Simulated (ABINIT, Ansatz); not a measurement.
# How the form of the self-energy moves the gap of MgB2C2 (Pnnm)

Wanted: the gap of MgB2C2 (Pnnm) under several approximations, with cost.

Calculated with ABINIT 10.8.3; PBEsol and many-body steps on it, plane waves.

### Step 1. The starting structure

It takes space group Pnnm (No. 58, orthorhombic). Conventional cell: a = 4.615 Å, b = 7.179 Å, c = 2.765 Å, α = 90.00°, β = 90.00°, γ = 90.00°. Nearest to Mg lie 6 C at 2.32 to 2.40 Å and 6 B at 2.42 to 2.44 Å. B has 3 C at 1.57 to 1.59 Å and 3 Mg at 2.42 to 2.44 Å nearest. Nearest to C lie 3 B at 1.57 to 1.59 Å and 3 Mg at 2.32 to 2.40 Å. Farther neighbours are not listed.

The cell and positions are those that the Materials Project relaxed with its own functionals (PBE, PBE+U or r2SCAN), kept fixed.

### Step 2. Empty states on the mesh, 4×2×4 mesh, 254 bands

This step: ABINIT 10.8.3; DFT, PBEsol, plane waves, norm-conserving pseudopotentials.

The sums over transitions need many empty states on a uniform mesh; this step solves for them.

run.abi

```
acell 3*1.0 Angstrom
rprim 
  4.614773700000 0.000000000000 0.000000000000
  0.000000000000 7.178871410000 0.000000000000
  0.000000000000 0.000000000000 2.765296290000
ntypat 3
znucl 12 5 6
natom 10
typat 1 1 2 2 2 2 3 3 3 3
xred 
  0.500000000000 0.500000000000 0.500000000000
  0.000000000000 0.000000000000 0.000000000000
  0.883450940000 0.729625690000 0.500000000000
  0.116549060000 0.270374310000 0.500000000000
  0.616549060000 0.229625690000 0.000000000000
  0.383450940000 0.770374310000 0.000000000000
  0.785476000000 0.220340420000 0.500000000000
  0.214524000000 0.779659580000 0.500000000000
  0.714524000000 0.720340420000 0.000000000000
  0.285476000000 0.279659580000 0.000000000000
pp_dirpath "pseudos"
pseudos "Mg.upf, B.upf, C.upf"
ecut 38
ngkpt 4 2 4
nshiftk 1
shiftk 0 0 0
kptopt 1
chksymbreak 0
iscf -2
irdden 1
istwfk *1
nband 254
nbdbuf 22
tolwfr 1e-09
nstep 60
prtvol 0
indata_prefix "in"
outdata_prefix "out"
tmpdata_prefix "tmp"
```

Command:

```console
> OMP_NUM_THREADS=1 mpirun -n 8 abinit run.abi > log
```

Numbers of over 12 decimals in the logs are rounded to 6 here.

Output:

```text
.Version 10.8.3 of ABINIT. v10.8.2 released Aug 2026.

 Symmetries : space group Pn n m (# 58); Bravais oP (primitive ortho.)
[... echo of the input left out ...]
== DATASET  1 ==================================================================
-   mpi_nproc: 8, omp_nthreads: 1 (-1 if OMP is not activated)

--- !DatasetInfo
iteration_state: {dtset: 1, }
dimensions: {natom: 10, nkpt: 18, mband: 254, nsppol: 1, nspinor: 1, nspden: 1, mpw: 6956, }
cutoff_energies: {ecut:  38.0, pawecutdg:  -1.0, }
[...]
3.48027    3.49232    3.49782    3.50023    3.52705    3.53690    3.55015    3.56277
   3.57247    3.57726    3.57823    3.58772    3.59480    3.61828    3.62294    3.62499
   3.63604    3.64560    3.66024    3.66657    3.69588    3.71016
 prteigrs : prtvol=0 or 1, do not print more k-points.

== END DATASET(S) ==============================================================
================================================================================

 -outvars: echo values of variables after computation  --------
            nband         254
             nkpt          18
          spgroup          58
 [... the other variables as echoed above ...]

 Calculation completed.
```

It took 4.2 min on 8 MPI ranks of Arm Neoverse V2, shared host; peak memory 1.2 GiB.

Numbers from this step:

| Quantity | Value |
| --- | --- |
| gap | 1.234 eV |
| k of the valence top | 0, 0, 0 |
| k of the conduction bottom | 0, 0, 0.25 |
| least direct gap | 1.745 eV |
| k points computed | 18 |
| lowest point of the top converged band, above the valence top | 87.7420 eV |

On this mesh the gap is 1.234 eV.

The density comes from a self-consistent run that is not shown.

### Step 3. Screening, 4×2×4 mesh, 108 bands, screening to 141.5 eV

The RPA dielectric matrix is built and inverted for each q.

This step: RPA screening on PBEsol, plane waves, norm-conserving pseudopotentials.

Changes to run.abi since step 2:

```diff
@@ -28,10 +28,11 @@
 chksymbreak 0
-iscf -2
-irdden 1
 istwfk *1
-nband 254
-nbdbuf 22
-tolwfr 1e-09
-nstep 60
-prtvol 0
+occopt 1
+irdwfk 1
+optdriver 3
+nband 108
+ecuteps 5.2
+inclvkb 2
+awtr 1
+symchi 1
 indata_prefix "in"
```

Output:

```text
.Version 10.8.3 of ABINIT. v10.8.2 released Aug 2026.

 Symmetries : space group Pn n m (# 58); Bravais oP (primitive ortho.)
[... echo of the input left out ...]
== DATASET  1 ==================================================================
-   mpi_nproc: 8, omp_nthreads: 1 (-1 if OMP is not activated)

--- !DatasetInfo
iteration_state: {dtset: 1, }
dimensions: {natom: 10, nkpt: 18, mband: 108, nsppol: 1, nspinor: 1, nspden: 1, mpw: 6956, }
cutoff_energies: {ecut:  38.0, pawecutdg:  -1.0, }
electrons: {nelect:   4.80000000E+01, charge:   0.00000000E+00, occopt:   1.00000000E+00, tsmear:   1.00000000E-02, }

 SCREENING: Calculation of the susceptibility and dielectric matrices

 Based on a program developped by R.W. Godby, V. Olevano, G. Onida, and L. Reining.
 Incorporated in ABINIT by V. Olevano, G.-M. Rignanese, and M. Torrent.
.Using double precision arithmetic ; gwpc =  8

[... cell and pseudopotentials left out ...]
--------------------------------------------------------------------------------

 ==== K-mesh for the wavefunctions ====
 Number of points in the irreducible wedge :    18
[... list of points left out ...]
 Together with  8 symmetry operations and time-reversal symmetry
 yields    32 points in the full Brillouin Zone.

 ==== Q-mesh for the screening function ====
 Number of points in the irreducible wedge :    18
[... list of points left out ...]
 Together with  8 symmetry operations and time-reversal symmetry
 yields    32 points in the full Brillouin Zone.

 setmesh: FFT mesh size selected  =    36x   54x   20
          total number of points  =        38880

 vcoul_init : cutoff-mode = AUXILIARY_FUNCTION
 q-points for optical limit:   1
     1)      0.000010    0.000020    0.000030

- screening: taking advantage of time-reversal symmetry
- Maximum band index for partially occupied states nbvw = 24
- Remaining bands to be divided among processors   nbcw = 84
- Number of bands treated by each node ~10

 Number of electrons calculated from density =   48.0000; Expected =   48.0000
 average of density, n =  0.077642
 r_s =    1.4541
 omega_plasma =   26.8784 [eV]

 calculating chi0 at frequencies [eV] :
  1    0.000000E+00    0.000000E+00
  2    0.000000E+00    2.687842E+01

--------------------------------------------------------------------------------
  q-point number  1        q = ( 0.000000, 0.000000, 0.000000) [r.l.u.]
--------------------------------------------------------------------------------
[... chi0 elements left out ...]
 For q-point:  0.000010 0.000020 0.000030
  dielectric constant =   8.4023
  dielectric constant without local fields =   8.9650

  Average fulfillment of the sum rule on Im[epsilon] for q-point    1 :     52.89  [%]
[... wings left out ...]
  q-point number  2        q = ( 0.250000, 0.000000, 0.000000) [r.l.u.]
--------------------------------------------------------------------------------
[... chi0 elements left out ...]
  Average fulfillment of the sum rule on Im[epsilon] for q-point    2 :     62.65  [%]

 [... 16 further q-points ...]
```

Run time: 95 s. Hardware: 8 MPI ranks; peak memory 4.3 GiB.

Numbers from this step:

```yaml
eps_infinity_with_local_fields_on_this_mesh_along_the_program_s_q_direction: 8.402
the_same_without_local_fields: 8.965
plasma_frequency: 26.88 eV
plane_waves_in_the_screening_matrix: 353
```

Local fields lower ε∞ by 6 %. On a Γ-centred mesh this coarse the value itself is usually too large, while a short band sum pulls it down.

### Step 4. G0W0, Godby-Needs plasmon pole

The self-energy is evaluated for the states that the input lists, and the levels follow from it, in one-shot runs by the linearised quasiparticle equation.

This step: G0W0 on PBEsol, plane waves, norm-conserving pseudopotentials.

Changes to run.abi since step 3:

```diff
@@ -31,8 +31,17 @@
 irdwfk 1
-optdriver 3
+optdriver 4
 nband 108
+gwcalctyp 0
+ecutsigx 38
+symsigma 1
+nkptgw 2
+kptgw 
+  0.0000000000 0.0000000000 0.0000000000
+  0.0000000000 0.0000000000 0.2500000000
+bdgw 
+  23 26
+  23 26
 ecuteps 5.2
-inclvkb 2
-awtr 1
-symchi 1
+irdscr 1
+ppmodel 1
 indata_prefix "in"
```

Output:

```text
.Version 10.8.3 of ABINIT. v10.8.2 released Aug 2026.

 Symmetries : space group Pn n m (# 58); Bravais oP (primitive ortho.)
[... echo of the input left out ...]
== DATASET  1 ==================================================================
-   mpi_nproc: 8, omp_nthreads: 1 (-1 if OMP is not activated)

--- !DatasetInfo
iteration_state: {dtset: 1, }
dimensions: {natom: 10, nkpt: 18, mband: 108, nsppol: 1, nspinor: 1, nspden: 1, mpw: 6956, }
cutoff_energies: {ecut:  38.0, pawecutdg:  -1.0, }
electrons: {nelect:   4.80000000E+01, charge:   0.00000000E+00, occopt:   1.00000000E+00, tsmear:   1.00000000E-02, }

 SIGMA: Calculation of the GW corrections

 Based on a program developped by R.W. Godby, V. Olevano, G. Onida, and L. Reining.
 Incorporated in ABINIT by V. Olevano, G.-M. Rignanese, and M. Torrent.
.Using double precision arithmetic ; gwpc =  8

[... cell and pseudopotentials left out ...]
--------------------------------------------------------------------------------

 ==== K-mesh for the wavefunctions ====
 Number of points in the irreducible wedge :    18
[... list of points left out ...]
 Together with  8 symmetry operations and time-reversal symmetry
 yields    32 points in the full Brillouin Zone.

 ==== Q-mesh for screening function ====
 Number of points in the irreducible wedge :    18
[... list of points left out ...]
 Together with  8 symmetry operations and time-reversal symmetry
 yields    32 points in the full Brillouin Zone.

 vcoul_init : cutoff-mode = AUXILIARY_FUNCTION
 q-points for optical limit:   1
     1)      0.000010    0.000020    0.000030
 setmesh: FFT mesh size selected  =    54x   80x   30
          total number of points  =       129600

 Number of electrons calculated from density =   48.0000; Expected =   48.0000
 average of density, n =  0.077642
 r_s =    1.4541
 omega_plasma =   26.8784 [eV]

 === KS Band Gaps ===
  >>>> For spin  1
   Minimum direct gap =   1.7446 [eV], located at k-point      :   0.0000  0.0000  0.0000
   Fundamental gap    =   1.2341 [eV], Top of valence bands at :   0.0000  0.0000  0.0000
                                       Bottom of conduction at :   0.0000  0.0000  0.2500
 SIGMA fundamental parameters:
 PLASMON POLE MODEL  1
 number of plane-waves for SigmaX                 6911
 number of plane-waves for SigmaC and W            353
 number of plane-waves for wavefunctions          6911
 number of bands                                   108
 number of independent spin polarizations            1
 number of spinorial components                      1
 number of k-points in IBZ                          18
 number of q-points in IBZ                          18
 number of symmetry operations                       8
 number of k-points in BZ                           32
 number of q-points in BZ                           32
 number of frequencies for dSigma/dE                 9
 frequency step for dSigma/dE [eV]                0.25
 number of omega for Sigma on real axis              0
 max omega for Sigma on real axis  [eV]           0.00
 zcut for avoiding poles [eV]                     0.10

 EPSILON^-1 parameters (SCR file):
 dimension of the eps^-1 matrix on file            353
 dimension of the eps^-1 matrix used               353
 number of plane-waves for wavefunctions          6911
 number of bands                                   108
 number of q-points in IBZ                          18
 number of frequencies                               2
 number of real frequencies                          1
 number of imag frequencies                          1

 matrix elements of self-energy operator (all in [eV])

 Perturbative Calculation

--- !SelfEnergy_ee
iteration_state: {dtset: 1, }
kpoint     : [   0.000,    0.000,    0.000, ]
spin       : 1
KS_gap     :    1.745
QP_gap     :    2.342
Delta_QP_KS:    0.597
data: !SigmaeeData |
     Band     E0 <VxcDFT>   SigX SigC(E0)      Z dSigC/dE  Sig(E)    E-E0       E
       23   5.751 -15.502 -18.586   3.108   0.793  -0.261 -15.483   0.019   5.771
       24   5.991 -15.191 -17.607   2.573   0.795  -0.258 -15.066   0.125   6.116
       25   7.736 -12.767  -9.394  -2.472   0.801  -0.248 -12.045   0.722   8.458
       26   8.420 -10.419  -6.064  -3.672   0.817  -0.224  -9.861   0.558   8.978

--- !SelfEnergy_ee
iteration_state: {dtset: 1, }
kpoint     : [   0.000,    0.000,    0.250, ]
spin       : 1
KS_gap     :    2.156
QP_gap     :    2.738
Delta_QP_KS:    0.583
data: !SigmaeeData |
     Band     E0 <VxcDFT>   SigX SigC(E0)      Z dSigC/dE  Sig(E)    E-E0       E
       23   4.624 -13.522 -15.506   2.069   0.793  -0.261 -13.455   0.068   4.691
       24   5.070 -13.314 -14.947   1.748   0.793  -0.261 -13.222   0.091   5.161
       25   7.225 -11.062  -6.982  -3.243   0.807  -0.240 -10.387   0.674   7.899
       26   9.075 -12.182  -7.240  -3.855   0.795  -0.258 -11.317   0.864   9.940

== END DATASET(S) ==============================================================
================================================================================

 -outvars: echo values of variables after computation  --------
           etotal      0.0000000000E+00
            nband         108
             nkpt          18
          spgroup          58
 [... the other variables as echoed above ...]

 Calculation completed.
```

It took 18 s on 8 MPI ranks; peak memory 3.1 GiB.

Numbers from this step:

```yaml
g0w0_gap_on_the_points_computed: 1.783 eV
starting_gap_on_the_mesh: 1.234 eV
k_of_the_valence_top: 0, 0, 0
k_of_the_conduction_bottom: 0, 0, 0.25
z_at_the_valence_top: 0.795
z_at_the_conduction_bottom: 0.807
least_direct_g0w0_gap_on_the_computed_points: 2.342 eV
```

The gap on the mesh goes from 1.23 eV to 1.78 eV, a correction of +0.55 eV.

### Step 5. G0W0, Engel-Farid plasmon pole

Changes to run.abi since step 4:

```diff
@@ -45,3 +45,3 @@
 irdscr 1
-ppmodel 1
+ppmodel 4
 indata_prefix "in"
```

Output:

```text
.Version 10.8.3 of ABINIT. v10.8.2 released Aug 2026.

 Symmetries : space group Pn n m (# 58); Bravais oP (primitive ortho.)
[... echo of the input left out ...]
== DATASET  1 ==================================================================
-   mpi_nproc: 8, omp_nthreads: 1 (-1 if OMP is not activated)

--- !DatasetInfo
iteration_state: {dtset: 1, }
dimensions: {natom: 10, nkpt: 18, mband: 108, nsppol: 1, nspinor: 1, nspden: 1, mpw: 6956, }
cutoff_energies: {ecut:  38.0, pawecutdg:  -1.0, }
electrons: {nelect:   4.80000000E+01, charge:   0.00000000E+00, occopt:   1.00000000E+00, tsmear:   1.00000000E-02, }

 SIGMA: Calculation of the GW corrections

 Based on a program developped by R.W. Godby, V. Olevano, G. Onida, and L. Reining.
 Incorporated in ABINIT by V. Olevano, G.-M. Rignanese, and M. Torrent.
.Using double precision arithmetic ; gwpc =  8

[... cell and pseudopotentials left out ...]
--------------------------------------------------------------------------------

 ==== K-mesh for the wavefunctions ====
 Number of points in the irreducible wedge :    18
[... list of points left out ...]
 Together with  8 symmetry operations and time-reversal symmetry
 yields    32 points in the full Brillouin Zone.

 ==== Q-mesh for screening function ====
 Number of points in the irreducible wedge :    18
[... list of points left out ...]
 Together with  8 symmetry operations and time-reversal symmetry
 yields    32 points in the full Brillouin Zone.

 vcoul_init : cutoff-mode = AUXILIARY_FUNCTION
 q-points for optical limit:   1
     1)      0.000010    0.000020    0.000030
 setmesh: FFT mesh size selected  =    54x   80x   30
          total number of points  =       129600

 Number of electrons calculated from density =   48.0000; Expected =   48.0000
[...]
number of omega for Sigma on real axis              0
 max omega for Sigma on real axis  [eV]           0.00
 zcut for avoiding poles [eV]                     0.10

 EPSILON^-1 parameters (SCR file):
 dimension of the eps^-1 matrix on file            353
 dimension of the eps^-1 matrix used               353
 number of plane-waves for wavefunctions          6911
 number of bands                                   108
 number of q-points in IBZ                          18
 number of frequencies                               2
 number of real frequencies                          1
 number of imag frequencies                          1

 matrix elements of self-energy operator (all in [eV])

 Perturbative Calculation

--- !SelfEnergy_ee
iteration_state: {dtset: 1, }
kpoint     : [   0.000,    0.000,    0.000, ]
spin       : 1
KS_gap     :    1.745
QP_gap     :    2.360
Delta_QP_KS:    0.615
data: !SigmaeeData |
     Band     E0 <VxcDFT>   SigX SigC(E0)      Z dSigC/dE  Sig(E)    E-E0       E
       23   5.751 -15.502 -18.586   2.977   0.812  -0.231 -15.589  -0.086   5.665
       24   5.991 -15.191 -17.607   2.444   0.815  -0.227 -15.168   0.023   6.014
       25   7.736 -12.767  -9.394  -2.597   0.821  -0.218 -12.130   0.637   8.373
[...]
--- !SelfEnergy_ee
iteration_state: {dtset: 1, }
kpoint     : [   0.000,    0.000,    0.250, ]
spin       : 1
KS_gap     :    2.156
QP_gap     :    2.759
Delta_QP_KS:    0.604
data: !SigmaeeData |
     Band     E0 <VxcDFT>   SigX SigC(E0)      Z dSigC/dE  Sig(E)    E-E0       E
[...]
25   7.225 -11.062  -6.982  -3.397   0.825  -0.212 -10.499   0.563   7.788
       26   9.075 -12.182  -7.240  -3.982   0.815  -0.227 -11.399   0.783   9.858

== END DATASET(S) ==============================================================
================================================================================

 -outvars: echo values of variables after computation  --------
           etotal      0.0000000000E+00
            nband         108
             nkpt          18
          spgroup          58
 [... the other variables as echoed above ...]

 Calculation completed.
```

It took 11 s on 8 MPI ranks; peak memory 2.6 GiB.

Numbers from this step:

| Quantity | Value |
| --- | --- |
| G0W0 gap on the points computed | 1.774 eV |
| starting gap on the mesh | 1.234 eV |
| k of the valence top | 0, 0, 0 |
| k of the conduction bottom | 0, 0, 0.25 |
| Z at the valence top | 0.815 |
| Z at the conduction bottom | 0.825 |
| least direct G0W0 gap on the computed points | 2.359 eV |

Against G0W0 in ABINIT (4×2×4 mesh, 108 bands, screening to 141.5 eV, Godby-Needs plasmon pole), the gap moves by −0.009 eV.

### Step 6. G0W0, von der Linden-Horsch plasmon pole

Changes to run.abi since step 5:

```diff
@@ -45,3 +45,3 @@
 irdscr 1
-ppmodel 4
+ppmodel 3
 indata_prefix "in"
```

Output:

```text
.Version 10.8.3 of ABINIT. v10.8.2 released Aug 2026.

 Symmetries : space group Pn n m (# 58); Bravais oP (primitive ortho.)
[... echo of the input left out ...]
== DATASET  1 ==================================================================
-   mpi_nproc: 8, omp_nthreads: 1 (-1 if OMP is not activated)

--- !DatasetInfo
iteration_state: {dtset: 1, }
dimensions: {natom: 10, nkpt: 18, mband: 108, nsppol: 1, nspinor: 1, nspden: 1, mpw: 6956, }
cutoff_energies: {ecut:  38.0, pawecutdg:  -1.0, }
[...]
Band     E0 <VxcDFT>   SigX SigC(E0)      Z dSigC/dE  Sig(E)    E-E0       E
[...]
25   7.225 -11.062  -6.982  -3.540   0.851  -0.175 -10.603   0.459   7.684
       26   9.075 -12.182  -7.240  -4.073   0.842  -0.188 -11.450   0.731   9.807

== END DATASET(S) ==============================================================
================================================================================

 -outvars: echo values of variables after computation  --------
           etotal      0.0000000000E+00
            nband         108
             nkpt          18
          spgroup          58
 [... the other variables as echoed above ...]

 Calculation completed.
```

Elapsed: 11 s, on 8 MPI ranks; peak memory 2.5 GiB; 89 s of CPU time.

Numbers from this step:

```
G0W0 gap on the points computed              : 1.689 eV
starting gap on the mesh                     : 1.234 eV
k of the valence top                         : 0, 0, 0
k of the conduction bottom                   : 0, 0, 0.25
least direct G0W0 gap on the computed points : 2.322 eV
```

Against G0W0 in ABINIT (4×2×4 mesh, 108 bands, screening to 141.5 eV, Godby-Needs plasmon pole), the gap moves by −0.094 eV.

(Continued in part 2 of 2.)

[Paths, hosts, dates, memory and timing lines, banners, echoed tables and standing remarks are left out of the program output.]

[Logs are printed without paths, hosts, clocks, repeated set-up lines and the standing remarks that a program may print on its own settings, such as how far it seeks lower states.]

[Runs of the session that timed out or met a known fault of the program may be left out.]

[No measured gap is set beside runs whose start may be inverted or whose files or cutoffs have a known fault.]

[Hosts, paths, dates, database ids (printed as entryN), source tags and the programs' standing remarks are cut or masked in the printed files.]

[G0W0 gaps are taken among the corrected bands and points alone; a level outside them can change the order at an edge.]

[Where Ansatz stands beside ABINIT at settings called matched, ABINIT's density can come from a denser mesh and the files from another edition; pairs whose starting gaps differed by over 0.03 eV were left out, so agreement reads better than it is.]
